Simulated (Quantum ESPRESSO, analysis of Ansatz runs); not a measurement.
# Migration in Li2SnF6 (P-31m): V_F hop (2.7 Å), charge +1 (Quantum ESPRESSO)

Aim: the barrier of one jump in Li2SnF6 (P-31m) at charge +1: V_F hop (2.7 Å). The model is a cell of 72 host atoms with 1 F taken out; F is the atom that moves.

Main program and level: Quantum ESPRESSO 7.5; Quantum ESPRESSO plane-wave DFT, PBEsol, GBRV 1.5 PBEsol potentials; nudged elastic band between two relaxed defect structures at fixed charge in a uniform background.

Report form: inputs, costs, results and the conclusion, without the logs.

## (1) The system as given

The cell holds 71 atoms: 16 Li, 8 Sn and 47 F. Its edges and angles: a = 9.882 Å, b = 9.882 Å, c = 9.112 Å, α = 90.0°, β = 90.0°, γ = 120.0°. It derives from Li2SnF6 (space group P-31m). Nearest the centre at fractional (0.418, 0.582, 0.750): F71 at 1.39 Å, Li28 at 1.45 Å, F66 at 2.41 Å, F14 at 2.44 Å, F33 at 2.48 Å, Li64 at 2.48 Å, F70 at 2.48 Å, Li11 at 2.49 Å. The cell carries charge +1.

The cell's shortest repeat is 9.1 Å.

## (2) Relaxation of the start point, charge +1

The ends come first: from an unrelaxed start the top is counted from too high an energy, and the barrier comes out too low. Small random displacements break the symmetry of the ideal sites, so that the defect can distort if it gains by it. The charge of +1 is set by the electron count, and a uniform background keeps the cell neutral.

The input, pw.in:

```
&CONTROL
  calculation = 'relax'
  prefix = 'pwscf'
  outdir = './tmp'
  pseudo_dir = './pseudo'
  tprnfor = .true.
  disk_io = 'low'
  nstep = 70
  forc_conv_thr = 0.0012
  etot_conv_thr = 0.0001
/
&SYSTEM
  ibrav = 0
  nat = 71
  ntyp = 3
  ecutwfc = 40
  ecutrho = 324
  nbnd = 248
  occupations = 'fixed'
  tot_charge = 1
  nosym = .true.
/
&ELECTRONS
  conv_thr = 7d-08
  electron_maxstep = 100
  mixing_beta = 0.5
/
&IONS
  ion_dynamics = 'bfgs'
/
ATOMIC_SPECIES
Li     6.9400 li_pbesol_v1.4.uspp.F.UPF
Sn   118.7100 sn_pbesol_v1.4.uspp.F.UPF
F     18.9984 f_pbesol_v1.4.uspp.F.UPF
CELL_PARAMETERS angstrom
   9.8824569602    0.0000000007    0.0000000000
  -4.9412285801    8.5584588632    0.0000000000
   0.0000000000    0.0000000000    9.1124854425
ATOMIC_POSITIONS crystal
Li     0.3333333350    0.1666666650    0.2500000000
Li     0.1666666650    0.3333333350    0.2500000000
Sn     0.0000000000    0.0000000000    0.0000000000
F      0.1636778077    0.1636778077    0.1269222396
F      0.3363221923    0.3363221923    0.3730777604
F      0.3363221923    0.0000000000    0.1269222396
F      0.1636778077    0.0000000000    0.3730777604
F      0.0000000000    0.3363221922    0.1269222396
[... 59 atom lines left out ...]
F      0.8363221923    0.5000000000    0.6269222396
F      0.6659563232    0.5013578891    0.8755682899
F      0.4995067015    0.8340502048    0.6245140558
F      0.4980906359    0.6651072440    0.8740459998
K_POINTS gamma
```

The run is started by

```bash
> OMP_NUM_THREADS=1 mpirun -n 4 pw.x -in pw.in > pw.out
```

The job ended after 10 min (4 MPI ranks of Arm Neoverse V1, shared host; peak memory 1.3 GiB).

Relaxation path:

| step | energy less that of the first step (eV) |
| --- | --- |
| 0 | 0.0000 |
| 1 | -0.4604 |
| 2 | -0.7458 |
| 3 | -0.9930 |
| 4 | -1.1081 |
| 5 | -1.1474 |
| 6 | -1.1781 |
| 7 | -1.1947 |
| 8 | -1.2119 |
| 9 | -1.2242 |
| 10 | -1.2339 |
| 11 | -1.2402 |
| 12 | -1.2451 |
| 13 | -1.2490 |
| 14 | -1.2522 |
| 15 | -1.2547 |
| 16 | -1.2564 |
| 17 | -1.2575 |
| 18 | -1.2583 |

The atoms that moved most (Å):

| atom | dx | dy | dz | length |
| --- | --- | --- | --- | --- |
| Sn65 | 0.282 | -0.006 | -0.217 | 0.356 |
| F60 | 0.243 | 0.000 | -0.140 | 0.281 |
| Li28 | -0.107 | 0.150 | 0.197 | 0.270 |
| Li11 | -0.088 | -0.142 | 0.182 | 0.247 |
| Li37 | 0.082 | -0.042 | -0.106 | 0.140 |
| Li54 | 0.081 | 0.042 | -0.106 | 0.140 |
| F14 | -0.054 | 0.074 | -0.079 | 0.121 |
| F71 | -0.016 | -0.060 | -0.087 | 0.107 |

Neighbours of F71 at the end:

| atom | distance (Å) |
| --- | --- |
| Li28 | 1.956 |
| Sn56 | 1.999 |
| Li64 | 2.014 |
| F66 | 2.699 |
| F14 | 2.707 |
| F70 | 2.760 |
| F33 | 2.792 |
| F69 | 2.801 |
| F24 | 2.859 |

Numbers from this step:

- highest filled level: 1.855 eV
- lowest empty level: 6.380 eV
- r.m.s. move of the farther half of the atoms: 0.04518 Å
- largest move from the ideal geometry of this structure, a common shift of the far atoms taken out: 0.3369 Å

The relaxation gained 1.258 eV and ended with a largest force component of 0.030 eV/Å.

## (3) Relaxation of the end point, charge +1

The end point is relaxed in the same cell and settings, so that the two energies compare. Atoms more than 3.2 Å from the middle of the hop start where the first relaxation left them, the nearer ones on or close to their ideal places, with small random displacements.

The input, pw.in:

```
&CONTROL
  calculation = 'relax'
  prefix = 'pwscf'
  outdir = './tmp'
  pseudo_dir = './pseudo'
  tprnfor = .true.
  disk_io = 'low'
  nstep = 70
  forc_conv_thr = 0.0012
  etot_conv_thr = 0.0001
/
&SYSTEM
  ibrav = 0
  nat = 71
  ntyp = 3
  ecutwfc = 40
  ecutrho = 324
  nbnd = 248
  occupations = 'fixed'
  tot_charge = 1
  nosym = .true.
/
&ELECTRONS
  conv_thr = 7d-08
  electron_maxstep = 100
  mixing_beta = 0.5
/
&IONS
  ion_dynamics = 'bfgs'
/
ATOMIC_SPECIES
Li     6.9400 li_pbesol_v1.4.uspp.F.UPF
Sn   118.7100 sn_pbesol_v1.4.uspp.F.UPF
F     18.9984 f_pbesol_v1.4.uspp.F.UPF
CELL_PARAMETERS angstrom
   9.8824569602    0.0000000007    0.0000000000
  -4.9412285801    8.5584588632    0.0000000000
   0.0000000000    0.0000000000    9.1124854425
ATOMIC_POSITIONS crystal
Li     0.3300315886    0.1623402121    0.2478419735
Li     0.1634012866    0.3336331388    0.2490109258
[... 8 atom lines left out ...]
Li     0.1670490270    0.3343200705    0.7494247341
[... 2 atom lines left out ...]
F      0.3356729337    0.3367102636    0.8735625617
[... 13 atom lines left out ...]
Li     0.3326633701    0.6671262171    0.7502566495
[... 4 atom lines left out ...]
F      0.1628933599    0.5002644147    0.8734706367
[... 18 atom lines left out ...]
F      0.4993650093    0.3368131794    0.6272047834
[... 3 atom lines left out ...]
Sn     0.4997799469    0.5002090928   -0.0010206804
[... 7 atom lines left out ...]
Li     0.6673660837    0.8331010321    0.7493881465
Sn     0.4988722956    0.4995825083    0.5002393778
F      0.6637993887    0.6638260712    0.6280095475
[... 2 atom lines left out ...]
F      0.6631495843    0.4998739692    0.8740450912
F      0.5000592470    0.8368519265    0.6259698652
F      0.3354685392    0.4998947580    0.6264234947
K_POINTS gamma
```

The job ended after 12 min (4 MPI ranks; peak memory 1.3 GiB; 48 min of CPU time).

Step by step:

| step | energy less that of the first step (eV) |
| --- | --- |
| 0 | 0.0000 |
| 1 | -0.6678 |
| 2 | -1.1704 |
| 3 | -1.4098 |
| 4 | -1.6012 |
| 5 | -1.6700 |
| 6 | -1.6971 |
| 7 | -1.7288 |
| 8 | -1.7584 |
| 9 | -1.7738 |
| 10 | -1.7882 |
| 11 | -1.8007 |
| 12 | -1.8092 |
| 13 | -1.8152 |
| 14 | -1.8196 |
| 15 | -1.8232 |
| 16 | -1.8259 |
| 17 | -1.8278 |
| 18 | -1.8292 |
| 19 | -1.8301 |
| 20 | -1.8307 |

The atoms that moved most (Å):

| atom | dx | dy | dz | length |
| --- | --- | --- | --- | --- |
| Sn56 | 0.145 | -0.259 | 0.204 | 0.360 |
| F43 | 0.164 | -0.225 | 0.126 | 0.305 |
| F60 | -0.267 | 0.025 | 0.126 | 0.296 |
| Li28 | -0.179 | 0.024 | -0.168 | 0.247 |
| Li64 | 0.058 | 0.174 | -0.154 | 0.240 |
| Li37 | 0.001 | -0.008 | 0.206 | 0.206 |
| F32 | 0.118 | -0.066 | -0.065 | 0.150 |
| Li1 | 0.016 | -0.055 | 0.138 | 0.149 |

Neighbours of F71 at the end:

| atom | distance (Å) |
| --- | --- |
| Li28 | 1.954 |
| Sn65 | 2.002 |
| Li11 | 2.012 |
| F14 | 2.698 |
| F66 | 2.709 |
| F33 | 2.754 |
| F70 | 2.790 |
| F52 | 2.801 |
| F62 | 2.861 |

Read from the output:

```yaml
highest_filled_level: 1.853 eV
lowest_empty_level: 6.392 eV
r_m_s_move_of_the_farther_half_of_the_atoms: 0.04557 Å
largest_move_from_the_ideal_geometry_of_this_structure_a_common_shift_of_the_far_atoms_taken_out: 0.3343 Å
```

The relaxation gained 1.831 eV and ended with a largest force component of 0.030 eV/Å. The end lies within 1 meV of the start.

## (4) Nudged elastic band, charge +1

3 movable images are laid between the ends on a pair-potential path, which keeps atoms from colliding in the first guess. Each image feels the true force across the path and a spring force along it. The highest image is set to climb to the top of the path.

This step: Quantum ESPRESSO plane-wave DFT, PBEsol, GBRV 1.5 PBEsol potentials; nudged elastic band between two relaxed defect structures at fixed charge in a uniform background.

The input, neb.in:

```
BEGIN
BEGIN_PATH_INPUT
&PATH
  restart_mode = 'from_scratch'
  string_method = 'neb'
  nstep_path = 45
  ds = 1.5
  opt_scheme = 'broyden'
  num_of_images = 5
  k_max = 0.3
  k_min = 0.2
  CI_scheme = 'auto'
  path_thr = 0.05
/
END_PATH_INPUT
BEGIN_ENGINE_INPUT
&CONTROL
  prefix = 'pwscf'
  outdir = './tmp'
  pseudo_dir = './pseudo'
  disk_io = 'low'
/
&SYSTEM
  ibrav = 0
  nat = 71
  ntyp = 3
  ecutwfc = 40
  ecutrho = 324
  nbnd = 248
  occupations = 'fixed'
  tot_charge = 1
  nosym = .true.
/
&ELECTRONS
  conv_thr = 7d-08
  electron_maxstep = 100
  mixing_beta = 0.5
/
ATOMIC_SPECIES
Li     6.9400 li_pbesol_v1.4.uspp.F.UPF
Sn   118.7100 sn_pbesol_v1.4.uspp.F.UPF
F     18.9984 f_pbesol_v1.4.uspp.F.UPF
CELL_PARAMETERS angstrom
   9.8824569602    0.0000000007    0.0000000000
  -4.9412285801    8.5584588632    0.0000000000
   0.0000000000    0.0000000000    9.1124854425
BEGIN_POSITIONS
FIRST_IMAGE
ATOMIC_POSITIONS crystal
Li     0.3304797624    0.1624138292    0.2468362977
Li     0.1638494603    0.3337067559    0.2480052500
Sn    -0.0022992733   -0.0021776989    0.0014128117
F      0.1633602166    0.1643794527    0.1250737830
F      0.3402983560    0.3418046009    0.3814552606
F      0.3378302511    0.0021001929    0.1298855825
F      0.1633267497    0.0014479602    0.3738906620
F      0.0013789175    0.3369813680    0.1261155791
F      0.0008699364    0.1634094035    0.3723759965
Li     0.3289425808    0.1639110029    0.7511317961
Li     0.1465326448    0.3162569809    0.7684182345
Sn    -0.0014509756   -0.0003653994    0.5003390590
F      0.1603738508    0.1661125008    0.6285086583
F      0.3348582192    0.3417880339    0.8646106582
F      0.3353663198    0.0017970203    0.6270056916
F      0.1612646999    0.0017190078    0.8720720893
F      0.0049575738    0.3389665046    0.6288831659
F     -0.0101208381    0.1586773530    0.8767412945
Li     0.3301001068    0.6663185081    0.2481412871
Li     0.1695174651    0.8339690841    0.2518929957
Sn     0.0019946340    0.5000264159   -0.0018107183
F      0.1644200913    0.6631088919    0.1260732188
F      0.3374154452    0.8366950907    0.3724216883
F      0.3355514014    0.5000044603    0.1274065875
F      0.1681326788    0.4999903428    0.3786815504
F      0.0033805802    0.8366308496    0.1265655008
F      0.0050551133    0.6650907465    0.3727666218
Li     0.3302210163    0.6837719364    0.7684423448
Li     0.1640620980    0.8359431576    0.7472016330
Sn     0.0003468179    0.4999841320    0.5002851589
F      0.1659130446    0.6611137204    0.6288154693
F      0.3310742249    0.8413606713    0.8767951199
F      0.1668996926    0.5000580507    0.8717981024
F     -0.0024916952    0.8355883611    0.6276778454
F      0.0015873614    0.6631293995    0.8705651635
Li     0.8356066737    0.1660772873    0.2519902439
Li     0.6724744130    0.3284362518    0.2383449716
Sn     0.4999395457    0.0020786480    0.0014748151
F      0.6668463946    0.1632929383    0.1265567501
F      0.8399173129    0.3348413585    0.3728550475
F      0.8356372590   -0.0020203298    0.1298348865
F      0.6617328722   -0.0014816987    0.3739434703
F      0.4967169415    0.3375537033    0.1281094918
F      0.5015596519    0.1678611102    0.3752573046
Li     0.8281628191    0.1640620364    0.7471702155
Li     0.6686474637    0.3325637719    0.7560294912
Sn     0.4988438769    0.0004057534    0.5004219531
F      0.6618678218    0.1645001076    0.6276867268
F      0.8384789491    0.3368858914    0.8706146548
F      0.8336274252   -0.0017709582    0.6268925998
F      0.6595492578   -0.0018198168    0.8719956934
F      0.4970296094    0.3429554436    0.6261232910
F      0.4999183084    0.1667499213    0.8754106451
Li     0.8440211758    0.6715543864    0.2383512821
Li     0.6680621350    0.8375630974    0.2470164643
Sn     0.4975055185    0.5000695098   -0.0018490189
F      0.6592143442    0.6625572692    0.1279354087
F      0.8338584151    0.8323283863    0.3751727826
F      0.8373660062    0.5000156749    0.1218083568
F      0.6883128734    0.5000066324    0.3577322878
F      0.4989214461    0.8353405065    0.1250399879
F      0.4984826816    0.6580855758    0.3814036674
Li     0.8362306256    0.6674460196    0.7558905327
Li     0.6649464495    0.8358291011    0.7510520999
Sn     0.5294098436    0.4998671479    0.4792515686
F      0.6541876792    0.6569881944    0.6259013435
F      0.8330960183    0.8331652925    0.8753013443
F      0.8331930602    0.4999896337    0.6236704235
F      0.6618337939    0.4999135179    0.8731540257
F      0.4941614829    0.8338261085    0.6284950968
F      0.4929592890    0.6581083620    0.8644748172
INTERMEDIATE_IMAGE
ATOMIC_POSITIONS crystal
Li     0.3303226830    0.1609197913    0.2501253155
Li     0.1638455210    0.3334034248    0.2488070160
[... 69 atom lines left out ...]
INTERMEDIATE_IMAGE
ATOMIC_POSITIONS crystal
Li     0.3301651471    0.1594479202    0.2534007599
Li     0.1638332963    0.3330963827    0.2496733531
[... 69 atom lines left out ...]
INTERMEDIATE_IMAGE
ATOMIC_POSITIONS crystal
Li     0.3300099865    0.1579759028    0.2566451711
Li     0.1638199446    0.3327843481    0.2504819578
[... 69 atom lines left out ...]
LAST_IMAGE
ATOMIC_POSITIONS crystal
Li     0.3298552331    0.1564762078    0.2599198735
Li     0.1637937187    0.3324547606    0.2512793334
[... 8 atom lines left out ...]
Li     0.1651929028    0.3357170369    0.7462280775
[... 2 atom lines left out ...]
F      0.3435065133    0.3456991962    0.8719597041
[... 13 atom lines left out ...]
Li     0.3173222535    0.6704089673    0.7287727599
[... 4 atom lines left out ...]
F      0.1678120520    0.5065344641    0.8689337689
[... 18 atom lines left out ...]
F      0.5013333198    0.3385798564    0.6247728718
[... 3 atom lines left out ...]
Sn     0.5007488204    0.4704635236    0.0183034364
[... 7 atom lines left out ...]
Li     0.6848589558    0.8539987050    0.7293977606
Sn     0.5014541352    0.5029325081    0.4996917728
F      0.6598927273    0.6658405875    0.6328212533
[... 2 atom lines left out ...]
F      0.6576412226    0.5032560971    0.8713750622
F      0.5013457121    0.8335689461    0.6258313554
F      0.3434003523    0.5076881437    0.6337227000
END_POSITIONS
K_POINTS gamma
END_ENGINE_INPUT
END
```

The run is started by

```bash
> OMP_NUM_THREADS=1 mpirun -n 4 neb.x -ni 2 -inp neb.in > neb.out
```

Elapsed: 49 min, on 4 MPI ranks; peak memory 2.4 GiB.

Images along the path:

| image | path (Å) | energy (eV) | F71: x, y, z (Å) |
| --- | --- | --- | --- |
| 0 | 0.000 | 0.0000 | 1.620, 5.632, 7.878 |
| 1 | 0.915 | 0.3379 | 1.598, 5.137, 7.369 |
| 2 | 1.662 | 0.8508 | 1.533, 4.825, 6.823 |
| 3 | 2.405 | 0.3399 | 1.297, 4.614, 6.280 |
| 4 | 3.317 | -0.0002 | 0.885, 4.345, 5.775 |

This step gave:

* barrier forward: 0.8508 eV
* barrier backward: 0.8510 eV
* end less start: -2.33e-4 eV
* hop length: 2.573 Å

The band met its tolerance of 0.05 eV/Å after 17 iterations, with image 2 on top (the start counts as 0). F71, which moves farthest between the ends, has 2 Li at 1.96 to 2.01 Å and 1 Sn at 2.00 Å nearest at the start and 1 Li at 1.93 Å at the top.

## (5) Summary of results

- barrier forward: 0.85 eV
- barrier backward: 0.85 eV
- end less start: 0.00 eV
- hop length: 2.57 Å
- band iterations, as the log counts them: 17

The top of the band lies 0.85 eV above the start and 0.85 eV above the end, which are alike in energy and neighbours. With an assumed prefactor of 1e13 per second it gives one hop a second along this one path at about 330 K. The order of the top as a saddle was not checked for all atoms, so a bent path could be lower. No image-charge correction is applied; it largely cancels along a path if the charge stays localised alike. Keep in mind: sampling at the zone centre alone can move energies of charged and open-shell states by tenths of an eV or more in cells of this size; spin–orbit coupling, which can matter with heavy atoms, is left out.

[Long decimals in the printed logs are rounded to 6 places.]

[Repeated set-up lines and some long k-point lines are left out of the logs, and relaxed atomic positions are cut to six decimals.]

[Logs are printed without paths, hosts, clocks, repeated set-up lines and the standing remarks that a program may print on its own settings, such as how far it seeks lower states.]

[Hosts, paths, dates, database ids (printed as entryN), source tags and the programs' standing remarks are cut or masked in the printed files.]
